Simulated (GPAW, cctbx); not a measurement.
## Cd3Cu: what bonding does to one electron reflection, worked out

Cd3Cu, I4/mmm (no. 139), a = 4.2539 Å, b = 4.2539 Å, c = 8.4695 Å, α = 90.00°, β = 90.00°, γ = 90.00°.

| atom | mult. | x | y | z |
| --- | --- | --- | --- | --- |
| Cd1 | 2 | 1/2 | 1/2 | 0 |
| Cd2 | 4 | 1/2 | 0 | 1/4 |
| Cu1 | 2 | 0 | 0 | 0 |

The start was made by putting kin elements into a known structure type; the compound need not exist, or be stable, in this form.

A DFT run (GPAW, PBE, 450 eV, 6×6×6 k-points, Fermi–Dirac width 0.1 eV) gives the static X-ray structure factor of 002 as 34.652 e for the conventional cell; superposed free atoms give 34.789 e. **Problem.** Find the Fourier component V of the crystal potential and the two-beam extinction distance at 80 kV in both cases, then the holographic phase shift per nanometre.

**1. Geometry**

The cell volume is Ω = 153.26 Å³ and d(002) = 4.2348 Å, so g = 1/d = 0.2361 Å⁻¹.

**2. The nuclei**

Electrons feel nuclei as well as electrons, so the nuclear charges are summed with the same phases.

Phase sums Σ exp(2πi h·x), turned so that the total is real and positive: Cd +2.000, Cu -2.000. Then F_Z = 48 × (+2.000) + 29 × (-2.000) = 38.00 e. The electron term has the same sign for this reflection.

**3. Mott–Bethe**

Poisson's equation, term by term, gives V = (e/4πε₀)(F_Z − F)/(πΩg²), with e/4πε₀ = 14.3996 V Å.

The prefactor is 14.3996 × 4.2348²/(π × 153.26) = 0.53634 V per electron. Free atoms: (38.00 − 34.789) × 0.53634 = 1.722 V. Crystal: (38.00 − 34.652) × 0.53634 = 1.796 V. F changes by -0.39 % and V by +4.3 %: the same 0.14 e is measured against F_Z − F = 3.2 e in place of F = 34.8 e.

**4. Extinction distance**

In the two-beam case ξ = 1/(λU) with U = 2γm₀eV/h², that is ξ = 150.41 V Å²/(γλV).

At 80 kV, λ = 0.04176 Å and γ = 1.1566. Free atoms: ξ = 1808 Å. Crystal: ξ = 1734 Å. The thickness fringes go as sin²(πt/ξ), so the two patterns slip by a quarter of a period when t|1/ξ₁ − 1/ξ₀| = 1/4, at t ≈ 1060 nm, thicker than usual samples. Thermal motion, absorption and many-beam coupling, left out here, change a real pattern.

**5. Phase shift**

A slab run (normal [001], unrelaxed) gives a mean inner potential of 19.99 V; free atoms give 20.21 V. The phase shift is φ = C_E V₀ t, with C_E = (2π/λE)(E + m₀c²)/(E + 2m₀c²).

C_E = 10.087 × 10⁻³ rad/(V nm). The shift is 0.2016 rad/nm in the crystal and 0.2039 rad/nm for free atoms. A sample 50 nm thick gives φ = 10.08 rad; read with the free-atom value it would seem 49.4 nm thick.

**6. Answer**

V(002) is 1.80 V against 1.72 V, and ξ is 1734 against 1808 Å. The phase shift is 0.202 rad/nm, and free atoms would misjudge a thickness by -1 %. Limits: static atoms, two beams.
